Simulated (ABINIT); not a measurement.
# A GW chain in ABINIT: WS2 (Tungstenite), part 2 of 3

Aim: the G0W0 gap of WS2 (Tungstenite) on PBEsol, step by step.

ABINIT 10.8.3; PBEsol and many-body steps on it, plane waves. Known limits of the many-body steps: not at the basis limit; no spin-orbit coupling; coarse k mesh.

So far. Step 2 (Ground state): The gap is indirect, with the least direct gap 0.89 eV higher.

### Step 3. Bands along the symmetry lines

Level of this step: DFT, PBEsol, plane waves, norm-conserving pseudopotentials (ABINIT).

The cheap functional maps the bands first; the places of the edges decide which points the dearer methods must see.

Input file run.abi:

```
acell 3*1.0 Angstrom
rprim 
  3.153199999992 0.000000000002 0.000000000000
  -1.576599999998 2.730751303206 0.000000000000
  0.000000000000 0.000000000000 12.323000000000
ntypat 2
znucl 74 16
natom 6
typat 1 1 2 2 2 2
xred 
  0.333333333333 0.666666666667 0.250000000000
  0.666666666667 0.333333333333 0.750000000000
  0.333333333333 0.666666666667 0.622500000000
  0.666666666667 0.333333333333 0.122500000000
  0.333333333333 0.666666666667 0.877500000000
  0.666666666667 0.333333333333 0.377500000000
pp_dirpath "pseudos"
pseudos "W.upf, S.upf"
ecut 31
iscf -2
irdden 1
kptopt 0
nkpt 75
kpt 
  0.00000000 0.00000000 0.00000000
  0.06250000 0.00000000 0.00000000
  0.12500000 0.00000000 0.00000000
  0.18750000 0.00000000 0.00000000
  0.25000000 0.00000000 0.00000000
  0.31250000 0.00000000 0.00000000
  0.37500000 0.00000000 0.00000000
  0.43750000 0.00000000 0.00000000
  0.50000000 0.00000000 0.00000000
  0.47916667 0.04166667 0.00000000
  0.45833333 0.08333333 0.00000000
  0.43750000 0.12500000 0.00000000
  0.41666666 0.16666666 0.00000000
  0.39583333 0.20833333 0.00000000
  0.37500000 0.25000000 0.00000000
  0.35416666 0.29166666 0.00000000
  0.33333333 0.33333333 0.00000000
  0.29166666 0.29166666 0.00000000
  0.25000000 0.25000000 0.00000000
  0.20833333 0.20833333 0.00000000
  0.16666666 0.16666666 0.00000000
  0.12500000 0.12500000 0.00000000
  0.08333333 0.08333333 0.00000000
  0.04166667 0.04166667 0.00000000
  0.00000000 0.00000000 0.00000000
  0.00000000 0.00000000 0.06250000
  0.00000000 0.00000000 0.12500000
  0.00000000 0.00000000 0.18750000
  0.00000000 0.00000000 0.25000000
  0.00000000 0.00000000 0.31250000
  0.00000000 0.00000000 0.37500000
  0.00000000 0.00000000 0.43750000
  0.00000000 0.00000000 0.50000000
  0.06250000 0.00000000 0.50000000
  0.12500000 0.00000000 0.50000000
  0.18750000 0.00000000 0.50000000
  0.25000000 0.00000000 0.50000000
  0.31250000 0.00000000 0.50000000
  0.37500000 0.00000000 0.50000000
  0.43750000 0.00000000 0.50000000
  0.50000000 0.00000000 0.50000000
  0.47916667 0.04166667 0.50000000
  0.45833333 0.08333333 0.50000000
  0.43750000 0.12500000 0.50000000
  0.41666666 0.16666666 0.50000000
  0.39583333 0.20833333 0.50000000
  0.37500000 0.25000000 0.50000000
  0.35416666 0.29166666 0.50000000
  0.33333333 0.33333333 0.50000000
  0.29166666 0.29166666 0.50000000
  0.25000000 0.25000000 0.50000000
  0.20833333 0.20833333 0.50000000
  0.16666666 0.16666666 0.50000000
  0.12500000 0.12500000 0.50000000
  0.08333333 0.08333333 0.50000000
  0.04166667 0.04166667 0.50000000
  0.00000000 0.00000000 0.50000000
  0.50000000 0.00000000 0.50000000
  0.50000000 0.00000000 0.43750000
  0.50000000 0.00000000 0.37500000
  0.50000000 0.00000000 0.31250000
  0.50000000 0.00000000 0.25000000
  0.50000000 0.00000000 0.18750000
  0.50000000 0.00000000 0.12500000
  0.50000000 0.00000000 0.06250000
  0.50000000 -0.00000000 0.00000000
  0.33333333 0.33333333 0.50000000
  0.33333333 0.33333333 0.43750000
  0.33333333 0.33333333 0.37500000
  0.33333333 0.33333333 0.31250000
  0.33333333 0.33333333 0.25000000
  0.33333333 0.33333333 0.18750000
  0.33333333 0.33333333 0.12500000
  0.33333333 0.33333333 0.06250000
  0.33333333 0.33333333 0.00000000
istwfk *1
nband 38
nbdbuf 7
tolwfr 1e-07
nstep 50
prtwf 0
prtvol 0
indata_prefix "in"
outdata_prefix "out"
tmpdata_prefix "tmp"
```

Run with:

```
> OMP_NUM_THREADS=1 mpirun -n 4 abinit run.abi > log
```

Numbers of over 12 decimals in the logs are rounded to 6 here.

Log:

```text
.Version 10.8.3 of ABINIT. v10.8.2 released Aug 2026.

 Symmetries : space group P6_3/m m c (#194); Bravais hP (primitive hexag.)
[... echo of the input left out ...]
== DATASET  1 ==================================================================
-   mpi_nproc: 4, omp_nthreads: 1 (-1 if OMP is not activated)

--- !DatasetInfo
iteration_state: {dtset: 1, }
dimensions: {natom: 6, nkpt: 75, mband: 38, nsppol: 1, nspinor: 1, nspden: 1, mpw: 5986, }
cutoff_energies: {ecut:  31.0, pawecutdg:  -1.0, }
electrons: {nelect:   5.20000000E+01, charge:   0.00000000E+00, occopt:   1.00000000E+00, tsmear:   1.00000000E-02, }

 Real(R)+Recip(G) space primitive vectors, cartesian coordinates (Bohr,Bohr^-1):
 R(1)=  5.9586844  0.0000000  0.0000000  G(1)=  0.1678223  0.0968922  0.0000000
 R(2)= -2.9793422  5.1603721  0.0000000  G(2)=  0.0000000  0.1937845  0.0000000
 R(3)=  0.0000000  0.0000000 23.2870950  G(3)=  0.0000000  0.0000000  0.0429422
 Unit cell volume ucvol=  7.1605555E+02 bohr^3
 Angles (23,13,12)=  9.00000000E+01  9.00000000E+01  1.20000000E+02 degrees

 getcut: wavevector=  0.0000  0.0000  0.0000  ngfft=  30  30 120
         ecut(hartree)=     31.000   => boxcut(ratio)=   2.01023

--- Pseudopotential description ------------------------------------------------
- W Generated using ONCVPSP code by D. R. Hamann
- 74.00000  14.00000  180301                  znucl, zion, pspdat
12 -116133 3 -1 1396                          pspcod,pspxc,lmax,lloc,mmax
     nproj     2     2     2     2
  pspatm : epsatm=   11.51367016
         --- l  ekb(1:nproj) -->
             0   13.027742    1.852033
             1    9.109631    1.414397
             2    4.487527    0.514612
[...]
pspatm: atomic psp has been read  and splines computed

- S Generated using ONCVPSP code by D. R. Hamann
- 16.00000   6.00000  180301                  znucl, zion, pspdat
12 -116133 2 -1 1146                          pspcod,pspxc,lmax,lloc,mmax
     nproj     2     2     2     0
  pspatm : epsatm=    8.71840686
         --- l  ekb(1:nproj) -->
[...]
pspatm: atomic psp has been read  and splines computed

--------------------------------------------------------------------------------

================================================================================
 prteigrs : about to open file out_EIG
 Non-SCF case, kpt    1 (  0.00000  0.00000  0.00000), residuals and eigenvalues=
  4.03E-08  3.85E-08  3.47E-08  4.13E-08  3.07E-08  8.79E-08  2.01E-08  3.84E-08
  3.98E-08  5.23E-08  2.87E-08  5.16E-08  6.47E-08  5.37E-08  2.94E-08  2.91E-08
  8.43E-08  6.40E-08  9.43E-08  3.49E-08  5.86E-08  4.29E-08  5.91E-08  5.43E-08
[...]
3.88E-08  5.90E-08  4.79E-08  5.56E-08  5.72E-04  1.56E-04
 -2.3930E+00 -2.3930E+00 -1.0799E+00 -1.0799E+00 -1.0727E+00 -1.0727E+00
 -1.0727E+00 -1.0727E+00 -2.2663E-01 -2.1799E-01 -1.6946E-01 -1.5295E-01
[...]
5.7553E-01  6.2440E-01
 Non-SCF case, kpt   75 (  0.33333  0.33333  0.00000), residuals and eigenvalues=
[...]
5.7522E-01  6.2517E-01

--- !ResultsGS
iteration_state: {dtset: 1, }
comment   : Summary of ground state results
lattice_vectors:
- [  5.9586844,   0.0000000,   0.0000000, ]
- [ -2.9793422,   5.1603721,   0.0000000, ]
- [  0.0000000,   0.0000000,  23.2870950, ]
lattice_lengths: [   5.95868,    5.95868,   23.28710, ]
lattice_angles: [ 90.000,  90.000, 120.000, ] # degrees, (23, 13, 12)
lattice_volume:   7.1605555E+02
convergence: {deltae:  0.000E+00, res2:  0.000E+00, residm:  9.974E-08, diffor:  0.000E+00, }
etotal    :  -1.95929348E+02
entropy   :   0.00000000E+00
fermie    :   3.47826546E-01
cartesian_stress_tensor: null
pressure_GPa: null
xred      :
- [  3.3333E-01,   6.6667E-01,   2.5000E-01,  W]
- [  6.6667E-01,   3.3333E-01,   7.5000E-01,  W]
- [  3.3333E-01,   6.6667E-01,   6.2250E-01,  S]
- [  6.6667E-01,   3.3333E-01,   1.2250E-01,  S]
- [  3.3333E-01,   6.6667E-01,   8.7750E-01,  S]
- [  6.6667E-01,   3.3333E-01,   3.7750E-01,  S]
cartesian_forces: null
force_length_stats: {min: null, max: null, mean: null, }

 Integrated electronic density in atomic spheres:
 ------------------------------------------------
 Atom  Sphere_radius  Integrated_density
[...]
================================================================================

 ----iterations are completed or convergence reached----

 Mean square residual over all n,k,spin=   51.666E-09; max=  99.738E-09
 reduced coordinates (array xred) for    6 atoms
[...]
0.333333333333      0.666666666667      0.877500000000
       0.666666666667      0.333333333333      0.377500000000

 cartesian coordinates (angstrom) at end:
    1     -1.33e-12     1.820501     3.080750
    2      1.576600     0.910250     9.242250
    3     -1.33e-12     1.820501     7.671068
    4      1.576600     0.910250     1.509567
    5     -1.33e-12     1.820501    10.813432
    6      1.576600     0.910250     4.651933
 length scales=  1.889726125908  1.889726125908  1.889726125908 bohr
              =  1.000000000000  1.000000000000  1.000000000000 angstroms
 prteigrs : about to open file out_EIG
 Eigenvalues (hartree) for nkpt=  75  k points:
 kpt#   1, nband= 38, wtk=  1.00000, kpt=  0.0000  0.0000  0.0000 (reduced coord)
[...]
kpt#   2, nband= 38, wtk=  1.00000, kpt=  0.0625  0.0000  0.0000 (reduced coord)
[...]
kpt#   3, nband= 38, wtk=  1.00000, kpt=  0.1250  0.0000  0.0000 (reduced coord)
[...]
kpt#  74, nband= 38, wtk=  1.00000, kpt=  0.3333  0.3333  0.0625 (reduced coord)
[...]
0.53103    0.53103    0.55391    0.57553    0.57553    0.62440
 kpt#  75, nband= 38, wtk=  1.00000, kpt=  0.3333  0.3333  0.0000 (reduced coord)
[...]
0.15066    0.16013    0.18091    0.18091    0.19520    0.19520    0.24065    0.24065
   0.31997    0.32797    0.39494    0.39494    0.42048    0.46738    0.46993    0.46993
   0.53130    0.53130    0.55308    0.57522    0.57522    0.62517

== END DATASET(S) ==============================================================
================================================================================

 -outvars: echo values of variables after computation  --------
            nband          38
             nkpt          75
          spgroup         194
 [... the other variables as echoed above ...]

 Calculation completed.
```

Run time: 89 s. Hardware: 4 MPI ranks of Arm Neoverse V1, shared host; peak memory 0.53 GiB; 5.9 min of CPU time.

Numbers from this step:

```yaml
gap: 0.9350 eV
k_of_the_valence_top: 0, 0, 0
k_of_the_conduction_bottom: 0.1667, 0.1667, 0
least_direct_gap: 1.822 eV
```

The gap is 0.935 eV, as in the run before at this level.

Electronic bands along the path, in eV, zero at the top of the highest filled band:

```csv
point,band 23,band 24,band 25,band 26,band 27,band 28,band 29,band 30
Γ,-2.18,-1.49,-1.26,0.00,2.30,2.30,2.31,2.31
halfway,-2.56,-1.86,-1.65,-1.50,1.31,1.85,2.07,2.29
M,-1.95,-1.74,-1.72,-1.54,2.31,2.36,2.57,2.90
halfway,-3.00,-2.60,-1.23,-0.96,1.94,2.05,2.63,2.88
K,-2.92,-2.92,-0.76,-0.54,1.28,1.28,1.98,3.25
halfway,-2.09,-1.83,-1.54,-1.52,0.94,1.82,2.06,2.14
Γ,-2.18,-1.49,-1.26,0.00,2.30,2.30,2.31,2.31
halfway,-2.19,-2.13,-0.75,-0.08,2.30,2.30,2.30,2.30
A,-2.21,-2.21,-0.32,-0.32,2.30,2.30,2.30,2.30
halfway,-2.35,-2.35,-1.52,-1.52,1.74,1.74,1.95,1.95
L,-1.85,-1.85,-1.62,-1.62,2.33,2.33,2.76,2.76
halfway,-2.87,-2.87,-1.08,-1.08,2.00,2.00,2.82,2.82
H,-3.10,-3.10,-0.66,-0.66,1.28,1.28,2.53,2.53
halfway,-2.02,-2.02,-1.52,-1.52,1.35,1.35,2.20,2.20
A,-2.21,-2.21,-0.32,-0.32,2.30,2.30,2.30,2.30
jump to L,-1.85,-1.85,-1.62,-1.62,2.33,2.33,2.76,2.76
halfway,-1.92,-1.77,-1.69,-1.56,2.32,2.35,2.63,2.86
M,-1.95,-1.74,-1.72,-1.54,2.31,2.36,2.57,2.90
jump to H,-3.10,-3.10,-0.66,-0.66,1.28,1.28,2.53,2.53
halfway,-2.99,-2.99,-0.73,-0.58,1.28,1.28,2.13,3.00
K,-2.92,-2.92,-0.76,-0.54,1.28,1.28,1.98,3.25
```

### Step 4. Empty states on the mesh, 3×3×1 mesh, 429 bands

The sums over transitions need many empty states on a uniform mesh; this step solves for them.

Input file run.abi:

```
acell 3*1.0 Angstrom
rprim 
  3.153199999992 0.000000000002 0.000000000000
  -1.576599999998 2.730751303206 0.000000000000
  0.000000000000 0.000000000000 12.323000000000
ntypat 2
znucl 74 16
natom 6
typat 1 1 2 2 2 2
xred 
  0.333333333333 0.666666666667 0.250000000000
  0.666666666667 0.333333333333 0.750000000000
  0.333333333333 0.666666666667 0.622500000000
  0.666666666667 0.333333333333 0.122500000000
  0.333333333333 0.666666666667 0.877500000000
  0.666666666667 0.333333333333 0.377500000000
pp_dirpath "pseudos"
pseudos "W.upf, S.upf"
ecut 31
ngkpt 3 3 1
nshiftk 1
shiftk 0 0 0
kptopt 1
chksymbreak 0
iscf -2
irdden 1
istwfk *1
nband 429
nbdbuf 38
tolwfr 1e-09
nstep 60
prtvol 0
indata_prefix "in"
outdata_prefix "out"
tmpdata_prefix "tmp"
```

Run with:

```
> OMP_NUM_THREADS=1 mpirun -n 3 abinit run.abi > log
```

Log:

```text
.Version 10.8.3 of ABINIT. v10.8.2 released Aug 2026.

 Symmetries : space group P6_3/m m c (#194); Bravais hP (primitive hexag.)
[... echo of the input left out ...]
== DATASET  1 ==================================================================
-   mpi_nproc: 3, omp_nthreads: 1 (-1 if OMP is not activated)

--- !DatasetInfo
iteration_state: {dtset: 1, }
dimensions: {natom: 6, nkpt: 3, mband: 429, nsppol: 1, nspinor: 1, nspden: 1, mpw: 5917, }
cutoff_energies: {ecut:  31.0, pawecutdg:  -1.0, }
electrons: {nelect:   5.20000000E+01, charge:   0.00000000E+00, occopt:   1.00000000E+00, tsmear:   1.00000000E-02, }

 Real(R)+Recip(G) space primitive vectors, cartesian coordinates (Bohr,Bohr^-1):
 R(1)=  5.9586844  0.0000000  0.0000000  G(1)=  0.1678223  0.0968922  0.0000000
 R(2)= -2.9793422  5.1603721  0.0000000  G(2)=  0.0000000  0.1937845  0.0000000
 R(3)=  0.0000000  0.0000000 23.2870950  G(3)=  0.0000000  0.0000000  0.0429422
 Unit cell volume ucvol=  7.1605555E+02 bohr^3
 Angles (23,13,12)=  9.00000000E+01  9.00000000E+01  1.20000000E+02 degrees

 getcut: wavevector=  0.0000  0.0000  0.0000  ngfft=  30  30 120
         ecut(hartree)=     31.000   => boxcut(ratio)=   2.01023

--- Pseudopotential description ------------------------------------------------
- W Generated using ONCVPSP code by D. R. Hamann
- 74.00000  14.00000  180301                  znucl, zion, pspdat
12 -116133 3 -1 1396                          pspcod,pspxc,lmax,lloc,mmax
     nproj     2     2     2     2
  pspatm : epsatm=   11.51367016
         --- l  ekb(1:nproj) -->
             0   13.027742    1.852033
             1    9.109631    1.414397
             2    4.487527    0.514612
[...]
pspatm: atomic psp has been read  and splines computed

- S Generated using ONCVPSP code by D. R. Hamann
- 16.00000   6.00000  180301                  znucl, zion, pspdat
12 -116133 2 -1 1146                          pspcod,pspxc,lmax,lloc,mmax
     nproj     2     2     2     0
  pspatm : epsatm=    8.71840686
         --- l  ekb(1:nproj) -->
[...]
pspatm: atomic psp has been read  and splines computed

--------------------------------------------------------------------------------

================================================================================
 prteigrs : about to open file out_EIG
 Non-SCF case, kpt    1 (  0.00000  0.00000  0.00000), residuals and eigenvalues=
  3.56E-10  3.56E-10  2.45E-10  6.42E-10  1.88E-10  9.05E-10  1.21E-10  1.94E-10
  4.03E-10  4.23E-10  3.34E-10  4.48E-10  6.35E-10  6.92E-11  5.20E-10  3.33E-10
  6.30E-10  6.54E-10  8.01E-10  3.34E-10  3.99E-10  6.04E-10  9.60E-10  3.47E-10
[...]
5.12E-04  2.42E-04  7.89E-04  1.14E-03  7.49E-04
 -2.3930E+00 -2.3930E+00 -1.0799E+00 -1.0799E+00 -1.0727E+00 -1.0727E+00
 -1.0727E+00 -1.0727E+00 -2.2663E-01 -2.1799E-01 -1.6946E-01 -1.5295E-01
  6.5524E-02  1.0502E-01  2.0518E-01  2.1990E-01  2.1990E-01  2.2041E-01
[...]
5.0132E+00  5.0133E+00  5.0178E+00  5.0178E+00  5.0228E+00  5.0229E+00
  5.0285E+00  5.0330E+00  5.0332E+00  5.0483E+00  5.0572E+00  5.0667E+00
[...]
prteigrs : prtvol=0 or 1, do not print more k-points.

--- !ResultsGS
iteration_state: {dtset: 1, }
comment   : Summary of ground state results
lattice_vectors:
- [  5.9586844,   0.0000000,   0.0000000, ]
- [ -2.9793422,   5.1603721,   0.0000000, ]
- [  0.0000000,   0.0000000,  23.2870950, ]
lattice_lengths: [   5.95868,    5.95868,   23.28710, ]
lattice_angles: [ 90.000,  90.000, 120.000, ] # degrees, (23, 13, 12)
lattice_volume:   7.1605555E+02
convergence: {deltae:  0.000E+00, res2:  0.000E+00, residm:  9.952E-10, diffor:  0.000E+00, }
etotal    :  -1.95929348E+02
entropy   :   0.00000000E+00
fermie    :   3.47826546E-01
cartesian_stress_tensor: null
pressure_GPa: null
xred      :
- [  3.3333E-01,   6.6667E-01,   2.5000E-01,  W]
- [  6.6667E-01,   3.3333E-01,   7.5000E-01,  W]
- [  3.3333E-01,   6.6667E-01,   6.2250E-01,  S]
- [  6.6667E-01,   3.3333E-01,   1.2250E-01,  S]
- [  3.3333E-01,   6.6667E-01,   8.7750E-01,  S]
- [  6.6667E-01,   3.3333E-01,   3.7750E-01,  S]
cartesian_forces: null
force_length_stats: {min: null, max: null, mean: null, }

 Integrated electronic density in atomic spheres:
 ------------------------------------------------
 Atom  Sphere_radius  Integrated_density
[...]
================================================================================

 ----iterations are completed or convergence reached----

 Mean square residual over all n,k,spin=   41.701E-11; max=  99.518E-11
 reduced coordinates (array xred) for    6 atoms
[...]
0.333333333333      0.666666666667      0.877500000000
       0.666666666667      0.333333333333      0.377500000000

 cartesian coordinates (angstrom) at end:
    1     -1.33e-12     1.820501     3.080750
    2      1.576600     0.910250     9.242250
    3     -1.33e-12     1.820501     7.671068
    4      1.576600     0.910250     1.509567
    5     -1.33e-12     1.820501    10.813432
    6      1.576600     0.910250     4.651933
 length scales=  1.889726125908  1.889726125908  1.889726125908 bohr
              =  1.000000000000  1.000000000000  1.000000000000 angstroms
 prteigrs : about to open file out_EIG
 Eigenvalues (hartree) for nkpt=   3  k points:
 kpt#   1, nband=429, wtk=  0.11111, kpt=  0.0000  0.0000  0.0000 (reduced coord)
[...]
4.96928    4.98088    4.98089    4.99282    4.99284    4.99789    5.01320    5.01327
   5.01780    5.01781    5.02284    5.02286    5.02847    5.03303    5.03319    5.04833
   5.05719    5.06672    5.07015    5.08447    5.09038
 prteigrs : prtvol=0 or 1, do not print more k-points.

== END DATASET(S) ==============================================================
================================================================================

 -outvars: echo values of variables after computation  --------
            nband         429
             nkpt           3
          spgroup         194
 [... the other variables as echoed above ...]

 Calculation completed.
```

Wall time 4.4 min (3 MPI ranks); peak memory 0.38 GiB; 13 min of CPU time.

Numbers from this step:

```
gap                                                           : 1.282 eV
k of the valence top                                          : 0, 0, 0
k of the conduction bottom                                    : 0.3333, 0.3333, 0
least direct gap                                              : 1.822 eV
k points computed                                             : 3
lowest point of the top converged band, above the valence top : 116.9083 eV
```

On this mesh the gap is 1.282 eV. The earlier step found 0.935 eV, so this mesh misses an edge.

[end of part 2 of 3]

[Paths, hosts, dates, memory and timing lines, banners, echoed tables and standing remarks are left out of the program output.]

[Logs are printed without paths, hosts, clocks, repeated set-up lines and the standing remarks that a program may print on its own settings, such as how far it seeks lower states.]

[Runs of the session that timed out or met a known fault of the program may be left out.]

[Hosts, paths, dates, database ids (printed as entryN), source tags and the programs' standing remarks are cut or masked in the printed files.]

[G0W0 gaps are taken among the corrected bands and points alone; a level outside them can change the order at an edge.]

[Where Ansatz stands beside ABINIT at settings called matched, ABINIT's density can come from a denser mesh and the files from another edition; pairs whose starting gaps differed by over 0.03 eV were left out, so agreement reads better than it is.]
